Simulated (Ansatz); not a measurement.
# Lattice dynamics of ZrTeSe monolayer, Janus, part 2 of 2

How does ZrTeSe monolayer, Janus vibrate, and is this structure a minimum?

Ansatz 0.2.0; DFT PBEsol, scalar-relativistic, plane waves, PAW; PAW set soft_1.

So far. Step 4 (Tight relaxation): The largest force component left is 0.65 meV/Å, within the tolerances set.

## 5. Modes at Γ

The zone centre comes first: it holds the modes that light can see, as far as symmetry allows. No field response is asked, since the mesh shows no gap.

input.yaml reads:

```yaml
crystal:
  lattice:
    - [3.8077078611, 0.0, 0.0]
    - [-1.9038539306, 3.2975717379, 0.0]
    - [0.0, 0.0, 30.0]
  atoms:
    - { symbol: Zr, position: [0.0, 0.0, 0.3366972572] }
    - { symbol: Se, position: [0.3333333333, 0.6666666667, 0.3863553994] }
    - { symbol: Te, position: [0.6666666667, 0.3333333333, 0.27361401] }
  periodic: [true, true, false]
kpoints:
  mp_grid: { grid: [12, 12, 1] }
hamiltonian:
  xc: pbesol
  pseudopotentials: { kind: paw, azcp: { folder: soft_1 }, xc_functional: pbe }
scf:
  occupations: { method: methfessel_paxton, width: 0.2 }
output:
  eigenvalues: true
phonons:
  method: dfpt
```

Launch:

```console
$ ansatz run input.yaml --threads 4 --pin off --max-ram 16384MiB --backend cpu --events-out ev --progress --plain --runs-dir out
```

Numbers of over 12 decimals in the logs are rounded to 6 here.

Output:

```text
[...]
Crystal: 3 atoms, lattice volume = 376.686 Å³
Basis set: ecut = 420 eV, 7325 PW (Γ), exchange–correlation on 54×54×432 points (8 copies of the dense FFT grid, shifted against one another)
Bands: 27, of which v1, the nominal top of the filled ones, is band 22 counted from 1 (21 counted from 0)
Symmetry: 6 space group operations
k-points: 43 of 144 (irreducible under 2 space group operations, time reversal used)
[...]
SCF iter   1: F=—  HF=-16458.115204 eV  |F-HF|=—  |Δ(HF+E_count)|=         —  Δρ=1.41e-2  dr2=1.39e0  ethr=3.10e-3  ⟨swp⟩=13.4  Hψ=8054  notcnv=0
[...]
SCF iter  12: F=-16457.726340 eV  HF=-16457.726340 eV  |F-HF|=5.89e-10  |Δ(HF+E_count)|=  6.95e-10  S|Δr|=    0.00e0  Δρ=3.63e-8  dr2=6.32e-12  ethr=1.00e-12  ⟨swp⟩=16.0  Hψ=8523  notcnv=0
SCF 1 converged in 12 iterations: F = -16457.726340 eV  dr2 = 6.32e-12
[...]
DFPT response loops at Γ: preconditioner auto → none (partly filled bands, converged f_vac=0.758); β = 0.50; Broyden in place of MSR1
SCF converged after 12 iterations
[...]
Free energy (F): -16457.726340 eV
[...]
Internal energy: -16457.723585 eV  (E = F + TS)
E sigma→0 (E₀):  -16457.725651 eV
Entropy (-TS):   -0.002755 eV (-0.918 meV/atom)
Fermi energy:    -4.943605 eV
[...]
--- Band table (eV; the first three rows and the last of 43) ---
  k-point 0: bands = [... 18 lower, -7.6678, -6.6473, -4.5434, -4.5434, -4.2083, -4.2083, -3.7949, -1.0412, ... 1 higher]
  k-point 1: bands = [... 18 lower, -7.6445, -6.4464, -5.3256, -4.9631, -4.1117, -3.7769, -3.5298, -1.3514, ... 1 higher]
  k-point 2: bands = [... 18 lower, -7.5970, -6.5817, -6.0972, -5.4122, -4.2819, -3.3130, -3.2361, -1.7867, ... 1 higher]
  k-point 42: bands = [... 18 lower, -8.0599, -7.6720, -7.3699, -6.7471, -3.8042, -3.3206, -2.4912, -1.6700, ... 1 higher]
--- Phonons (Γ-DFPT): 6 representative perturbations + reference, on 43 of 144 k-points (Σ response iterations 26) ---
  k mesh reduced under 2 symmetry operations, with k and −k counted as one. Each operation leaves every solved perturbation unchanged. A smaller set is not used because it would not reduce the number of displacements times k-points to solve
  ASR residual: 9.370e-5 → 0.000e0 eV/Å²; symmetrization residual: 4.988e-5 eV/Å²
  ASR residual per site (eV/Å²): 9.37e-5 4.02e-5 8.41e-5
  Γ frequencies (cm⁻¹): 0.00 0.00 0.00 97.56 97.56 152.27 152.27 155.75 247.59
  non-analytic LO–TO correction: not included (Born effective charges unavailable; polar crystals: no LO–TO splitting at Γ)
```

Wall time 2.2 min (4 threads of Arm Neoverse V1, shared host); peak memory 1.9 GiB; 8 min of CPU time.

This step gave:

* sum-rule residual before enforcement: 9.37e-5 eV/Å²
* point group: 3m
* highest optical mode at the zone centre (no LO-TO term): 247.6 cm⁻¹
* lowest optical zone-centre mode: 97.56 cm⁻¹

Patterns of degenerate modes are one choice out of their space. Modes at Γ, with each element's share of the kinetic energy:

```tsv
mode	frequency (cm⁻¹)	symmetry	Zr %	Se %	Te %
1	0.0	acoustic	31	27	43
2	0.0	acoustic	31	27	43
3	0.0	acoustic	31	27	43
4	97.6	E	31	13	56
5	97.6	E	31	13	56
6	152.3	E	39	60	1
7	152.3	E	39	60	1
8	155.8	A1	3	48	48
9	247.6	A1	66	25	9
```

Displacements in mode 4 (97.6 cm⁻¹), the largest set to 1:
```
Zr1  0.00 -0.87  0.00
Se2  0.00 -0.61  0.00
Te3  0.00  1.00  0.00
```

Displacements in mode 9 (247.6 cm⁻¹), the largest set to 1:
```
Zr1  0.00  0.00  1.00
Se2  0.00  0.00 -0.66
Te3  0.00  0.00 -0.31
```

Before it was imposed, the acoustic sum rule was missed by 9.4e-5 eV/Å². Small misses are needed for a sound result but don't prove that mesh and cutoff are converged. The lowest optical mode is real, 97.6 cm⁻¹.

## 6. Phonons on a q mesh

Stability and thermal properties need the whole zone. Linear response on a 3×3×1 q mesh gives force constants as far as a supercell of that size would.

input.yaml: that of step 5 with these lines changed.

```diff
@@ -21 +21,10 @@
   method: dfpt
+  qmesh: [3, 3, 1]
+  temperatures: { t_max: 1000, t_step: 50 }
+  qpath:
+    path:
+      - [0.0, 0.0, 0.0]
+      - [0.5, 0.0, 0.0]
+      - [0.33333333, 0.33333333, 0.0]
+      - [0.0, 0.0, 0.0]
+    npoints: 10
```

Output:

```text
[...]
Crystal: 3 atoms, lattice volume = 376.686 Å³
Basis set: ecut = 420 eV, 7325 PW (Γ), exchange–correlation on 54×54×432 points (8 copies of the dense FFT grid, shifted against one another)
Bands: 27, of which v1, the nominal top of the filled ones, is band 22 counted from 1 (21 counted from 0)
Symmetry: 6 space group operations
k-points: 19 of 144 (time reversal used)
[...]
SCF iter   1: F=—  HF=-16458.115164 eV  |F-HF|=—  |Δ(HF+E_count)|=         —  Δρ=1.41e-2  dr2=1.40e0  ethr=3.10e-3  ⟨swp⟩=13.4  Hψ=3586  notcnv=0
[...]
SCF iter  12: F=-16457.726340 eV  HF=-16457.726340 eV  |F-HF|=5.75e-10  |Δ(HF+E_count)|=   1.02e-9  S|Δr|=    0.00e0  Δρ=3.91e-8  dr2=7.56e-12  ethr=1.00e-12  ⟨swp⟩=15.7  Hψ=3738  notcnv=0
SCF 1 converged in 12 iterations: F = -16457.726340 eV  dr2 = 7.56e-12
[...]
phonons: the bands overlap, so this run is a metal and interpolates without the dipole-dipole term. If the crystal is really an insulator or semiconductor, its LO-TO splitting is missing
NSCF: frozen V_eff on 19 k-points
[...]
DFPT response loops at q = (0, 0, 0) (fractional): preconditioner auto → none (partly filled bands, converged f_vac=0.758); β = 0.50; Broyden in place of MSR1
[...]
SCF converged after 12 iterations
[...]
Free energy (F): -16457.726340 eV
[...]
Internal energy: -16457.723585 eV  (E = F + TS)
E sigma→0 (E₀):  -16457.725651 eV
Entropy (-TS):   -0.002755 eV (-0.918 meV/atom)
Fermi energy:    -4.943604 eV
[...]
--- Band table (eV; the first three rows and the last of 19) ---
  k-point 0: bands = [... 18 lower, -7.6678, -6.6473, -4.5434, -4.5434, -4.2083, -4.2083, -3.7949, -1.0412, ... 1 higher]
  k-point 1: bands = [... 18 lower, -7.6445, -6.4464, -5.3256, -4.9631, -4.1117, -3.7769, -3.5298, -1.3514, ... 1 higher]
  k-point 2: bands = [... 18 lower, -7.5970, -6.5817, -6.0972, -5.4122, -4.2819, -3.3130, -3.2361, -1.7867, ... 1 higher]
  k-point 18: bands = [... 18 lower, -8.6308, -7.5073, -7.4708, -7.1731, -3.3681, -3.1366, -3.0570, -1.2933, ... 1 higher]
--- Phonons (Γ-DFPT): 6 representative perturbations + reference (Σ response iterations 23) ---
  ASR residual: 7.168e-5 → 0.000e0 eV/Å²; symmetrization residual: 3.556e-5 eV/Å²
  ASR residual per site (eV/Å²): 7.17e-5 4.37e-5 1.88e-5
  Γ frequencies (cm⁻¹): 0.00 0.00 0.00 97.55 97.55 152.27 152.27 155.75 247.59
--- Phonons (arbitrary-q DFPT): 3 irreducible q on the 3×3×1 mesh ---
  q = [0.0000, 0.0000, 0.0000] (star 1, of the zone-centre solve; hermiticity 5.12e-6, symmetrization 6.78e-11): -0.00 0.00 0.00 97.55 97.55 152.27 152.27 155.75 247.59
  q = [0.0000, 0.3333, 0.0000] (star 6, 9 solved perturbations on 78 of 144 k-point pairs; hermiticity 5.73e-6, symmetrization 1.15e-9): 47.94 68.56 91.99 101.48 134.72 147.01 155.38 191.06 229.59
  q = [0.3333, 0.3333, 0.0000] (star 2, 6 solved perturbations in 327 linear systems a pass and spin channel, the states on 78 of 144 k-point pairs; hermiticity 4.37e-6, symmetrization 5.95e-7): 63.52 98.74 107.85 128.03 137.10 147.94 183.75 199.63 219.30
  sum rule: each row above includes the acoustic sum rule's correction from the zone centre's row sums; it moved no ω² by more than (0.46 cm⁻¹)²
  mesh force constants: q→R imaginary residual 0.00e0; ASR residual 7.168e-5 → 0.000e0 eV/Å²; symmetrization residual 4.441e-15 eV/Å²
  interpolated dispersion: 31 rows × 9 modes
  density of states and harmonic sums: on the 21×21×1 q-mesh, interpolated from the force constants of a 3×3×1 supercell (no non-analytic term)
  largest difference from the sums on the solved wave vectors: F 9.88e-2 eV, S 1.25e-4 and C_V 2.58e-5 eV/K
  zero-point energy: 0.072471 eV/cell   skipped modes (ω ≤ 0): 5, of them read as no rigid motion or as one in doubt: 2 (2.721e-2 modes/cell left out, lowest -5.25 cm⁻¹)   left out of the sums: 3.78e-3 of the cell's modes: C_V's classical limit lies that fraction below 3 k_B per atom; for a crystal, a wire or a layer, F and S can be off by more, and a phonons.interpolated_qmesh denser along its periods is the remedy for the sampling
```

Run time: 9 min. Hardware: 4 threads; peak memory 2.4 GiB; 34 min of CPU time.

This step gave:

```
sum-rule residual before enforcement                    : 7.17e-5 eV/Å²
lowest frequency on the path                            : -5.228 cm⁻¹
highest frequency on the path or at a solved wavevector : 247.6 cm⁻¹
lowest optical zone-centre mode                         : 97.55 cm⁻¹
lowest mode on the q mesh (acoustic modes at Γ apart)   : 47.94 cm⁻¹
```

Frequencies (cm⁻¹) solved at each irreducible wavevector; negative means imaginary. Frequencies by wavevector, by row:

```tsv
q in reciprocal lattice units	star	mode 1	mode 2	mode 3	mode 4	mode 5	mode 6	mode 7	mode 8	mode 9
0 0 0	1	0	0	0	97.5	97.5	152.3	152.3	155.8	247.6
0 0.3333 0	6	47.9	68.6	92	101.5	134.7	147	155.4	191.1	229.6
0.3333 0.3333 0	2	63.5	98.7	107.8	128	137.1	147.9	183.8	199.6	219.3
```

Interpolated from a 3×3×1 q mesh. The phonon branches at the labelled points (cm⁻¹):

```tsv
point	branch 1	branch 2	branch 3	branch 4	branch 5	branch 6	branch 7	branch 8	branch 9
Γ	0	0	0	98	98	152	152	156	248
halfway	34	51	80	93	126	148	153	192	225
M	62	82	96	115	141	145	157	185	242
halfway	62	90	110	118	137	152	171	185	234
K	64	99	108	128	137	148	184	200	219
halfway	40	56	91	102	129	148	160	195	220
Γ	0	0	0	98	98	152	152	156	248
```

The phonon branches as a text plot (rows in cm⁻¹):

```
    242 |*****            ********                         ******
    232 |     ****    ****        ****                   **
    221 |         ****                *******************
    211 |
    200 |                               ***         **
    190 |       ************************   *********  ***
    179 |     **                    ***********          **
    169 |   **                    **           *****       **
    158 |***      ****************                  *******  ****
    148 |********************************************************
    137 |             ******************************
    126 |         ****              ***********     *****
    116 |     ****      ************           *****     **
    105 |   **        **        ******************  **     *****
     95 |***********************   **********     ***************
     84 |         **      *********          *****
     74 |             ****                            ***
     63 |       **  **    *********************   **
     53 |         **  ****                     *******   **
     42 |     ****  **                              *****
     32 |   ****  **                                  *******
     21 | ****  **                                       *******
     11 | **  **                                           *****
      0 |*****                                               ****
         Γ                   M           K                      Γ
```

Tetrahedra on a 21×21×1 mesh, mean over bins of 2 cm-1. Interpolated from a 3×3×1 q mesh. Phonon density of states against wavenumber; read off at these points:

```tsv
wavenumber (cm⁻¹)	phonon density of states (1/cm⁻¹/cell)
-5	0.00441
1	0.00312
9	0.00633
15	0.00981
23	0.0135
29	0.0164
37	0.0204
43	0.0244
49	0.0299
57	0.0472
61	0.106
63	0.0490
71	0.0188
77	0.0240
85	0.0367
91	0.0322
95	0.123
97	0.108
105	0.0474
111	0.0295
119	0.0347
125	0.0347
133	0.0333
137	0.160
139	0.0574
147	0.144
149	0.248
153	0.0611
159	0.0523
167	0.0223
173	0.0185
181	0.0191
185	0.0963
187	0.0858
195	0.0272
201	0
207	0
215	0
221	0.0379
229	0.0444
235	0.0346
243	0.00713
249	0
```

The partial phonon density of states has structure finer than the step of the table below, so its rows give means over 10 cm⁻¹, whole bins alone (the curve runs from -15 to 265 cm⁻¹). Peaks (cm⁻¹: height): Se 136.5: 0.0518, 148.8: 0.0881, 185.8: 0.0500, 226.3: 0.0169; Te 60.7: 0.0320, 81.9: 0.0284, 94.2: 0.0516, 108.3: 0.0346, 136.5: 0.0335, 148.8: 0.0467; Zr 60.7: 0.0293, 95.9: 0.0372, 148.8: 0.0386, 187.5: 0.0390, 226.3: 0.0422.

Phonopy on the run's constants, 17x17x1 mesh, Gaussian sigma 2.0 cm-1. Interpolated from a 3×3×1 q mesh. Partial phonon density of states against wavenumber; means over each step; values in 1/cm⁻¹/cell:

```tsv
wavenumber (cm⁻¹)	Se	Te	Zr
-10	2.9e-4	4.4e-4	3.4e-4
0	8.7e-4	0.00137	0.00101
10	0.00184	0.00302	0.00217
20	0.00325	0.00561	0.00397
30	0.00415	0.00742	0.00540
40	0.00501	0.00942	0.00720
50	0.00707	0.0144	0.0115
60	0.00981	0.0234	0.0208
70	0.00438	0.0106	0.00712
80	0.00507	0.0195	0.00636
90	0.00711	0.0292	0.0159
100	0.00926	0.0346	0.0230
110	0.0112	0.0311	0.0130
120	0.0141	0.0162	0.00838
130	0.0171	0.0144	0.00471
140	0.0320	0.0179	0.00483
150	0.0602	0.0333	0.0249
160	0.0211	0.0161	0.0104
170	0.0101	0.00278	0.00767
180	0.0172	0.00130	0.0121
190	0.0302	0.00341	0.0337
200	0.00243	6.7e-4	0.00519
210	2.1e-5	1.1e-6	4.0e-5
220	0.00859	7.5e-4	0.0192
230	0.0118	0.00162	0.0320
240	0.00521	0.00109	0.0177
250	5.0e-4	1.6e-4	0.00136
260	0	0	0
```

Symmetry leaves 3 wavevectors to solve. The lowest mode among them, the acoustic zeros apart, lies at q = (0, 0.333, 0) and is real, 47.9 cm⁻¹. Between them the interpolated path dips to 5i cm⁻¹.

## 7. Another isotope, element Se, natural mass 78.971 amu

An isotope changes the mass and not the force constants, so no new electronic calculation is needed; the shifts show which modes move this element.

The same force constants with the mass of Se changed from 78.971 to 81.917 u (phonopy, no LO-TO term). Both lists are sorted by frequency; levels can cross, so a row need not hold one and the same mode. Modes under 3 cm⁻¹ are left out. Isotope shifts, by row:

```tsv
q	rank	natural mass (cm⁻¹)	changed mass (cm⁻¹)
0 0 0	4	97.55	97.32
0 0 0	5	97.55	97.32
0 0 0	6	152.3	150.6
0 0 0	7	152.3	150.6
0 0 0	8	155.8	154.4
0 0 0	9	247.6	246.5
0 0.3333 0	1	47.94	47.75
0 0.3333 0	2	68.56	68.33
0 0.3333 0	3	91.99	91.83
0 0.3333 0	4	101.5	101.1
0 0.3333 0	5	134.7	133.6
0 0.3333 0	6	147	145.1
0 0.3333 0	7	155.4	154.2
0 0.3333 0	8	191.1	189.6
0 0.3333 0	9	229.6	228.5
0.3333 0.3333 0	1	63.52	63.34
0.3333 0.3333 0	2	98.74	98.5
0.3333 0.3333 0	3	107.8	107.5
0.3333 0.3333 0	4	128	126.7
0.3333 0.3333 0	5	137.1	135.6
0.3333 0.3333 0	6	147.9	147.4
0.3333 0.3333 0	7	183.8	181.6
0.3333 0.3333 0	8	199.6	198.9
0.3333 0.3333 0	9	219.3	218.2
```

A mode of this element alone would shift by -1.81 %. The highest zone-centre frequency without the field goes from 247.6 to 246.5 cm⁻¹ (-0.4 %). The product of the frequency ratios over all optical modes at Γ is 0.961; the product rule, (m/m′)^(3k/2) (M′/M)^(3/2) with k = 1 such atoms and M the mass of the cell, gives 0.961.

## 8. Isotope substitution, element Te, natural mass 127.6 amu

The same for Te, from 127.60 to 129.91 u.

The same force constants with the mass of Te changed from 127.600 to 129.906 u (phonopy, no LO-TO term). Both lists are sorted by frequency; levels can cross, so a row need not hold one and the same mode. Modes under 3 cm⁻¹ are left out. Isotope shifts, by row:

```tsv
q	rank	natural mass (cm⁻¹)	changed mass (cm⁻¹)
0 0 0	4	97.55	97.06
0 0 0	5	97.55	97.06
0 0 0	6	152.3	152.3
0 0 0	7	152.3	152.3
0 0 0	8	155.8	155.1
0 0 0	9	247.6	247.4
0 0.3333 0	1	47.94	47.75
0 0.3333 0	2	68.56	68.24
0 0.3333 0	3	91.99	91.62
0 0.3333 0	4	101.5	101
0 0.3333 0	5	134.7	134.2
0 0.3333 0	6	147	147
0 0.3333 0	7	155.4	154.7
0 0.3333 0	8	191.1	191
0 0.3333 0	9	229.6	229.5
0.3333 0.3333 0	1	63.52	63.28
0.3333 0.3333 0	2	98.74	98.1
0.3333 0.3333 0	3	107.8	107.3
0.3333 0.3333 0	4	128	127.7
0.3333 0.3333 0	5	137.1	136.7
0.3333 0.3333 0	6	147.9	147.2
0.3333 0.3333 0	7	183.8	183.7
0.3333 0.3333 0	8	199.6	199.5
0.3333 0.3333 0	9	219.3	219.3
```

A mode of this element alone would shift by -0.89 %. The highest zone-centre frequency without the field goes from 247.6 to 247.4 cm⁻¹ (-0.1 %). The product of the frequency ratios over all optical modes at Γ is 0.985; the product rule, (m/m′)^(3k/2) (M′/M)^(3/2) with k = 1 such atoms and M the mass of the cell, gives 0.985.

## 9. Isotope substitution, element Zr, natural mass 91.222 amu

The same for Zr, from 91.22 to 95.91 u.

A mode of this element alone would shift by -2.47 %. The highest zone-centre frequency without the field goes from 247.6 to 243.6 cm⁻¹ (-1.6 %). The product of the frequency ratios over all optical modes at Γ is 0.950; the product rule, (m/m′)^(3k/2) (M′/M)^(3/2) with k = 1 such atoms and M the mass of the cell, gives 0.950.

## 10. Summary of results

```json
{
 "space group after relaxation (within 0.01 Å)": "P3m1",
 "area per atom": "4.18 Å²",
 "electronic character": "no gap on this mesh",
 "highest optical mode at the zone centre (no LO-TO term)": "248 cm⁻¹",
 "lowest optical zone-centre mode": "97.6 cm⁻¹",
 "lowest mode on the q mesh (acoustic modes at Γ apart)": "47.9 cm⁻¹",
 "highest frequency on the path or at a solved wavevector": "248 cm⁻¹",
 "imaginary modes on the 3×3×1 q mesh": "none"
}
```

No mode is imaginary at the 3 irreducible wavevectors solved, but between them the interpolated path dips to 5.2i cm⁻¹, so stability is not settled. The optical modes at Γ span 98 to 248 cm⁻¹. The highest mode in this list at Γ, 247.6 cm⁻¹, has its largest share on Zr (66 % of the kinetic energy). With no gap, or one that is small against the smearing, the frequencies hang on the k mesh and the smearing, most of all near Kohn anomalies. In a sheet or slab the interpolated bending branch near Γ is rough, since the rotational sum rule isn't imposed. A semilocal functional can close a gap that the real compound would have, so the metallic treatment may be an artefact of the level. Spin-orbit coupling is left out, which can matter for the heavy elements here. The PAW files were made for PBE and serve the other functionals too. The starting cell was built on a prototype and not taken from a measurement. These are harmonic frequencies at zero temperature: anharmonic shifts, linewidths and thermal expansion are left out.

[Logs are printed without paths, hosts, clocks, repeated set-up lines and the standing remarks that a program may print on its own settings, such as how far it seeks lower states.]

[Hosts, paths, dates, database ids (printed as entryN), source tags and the programs' standing remarks are cut or masked in the printed files.]
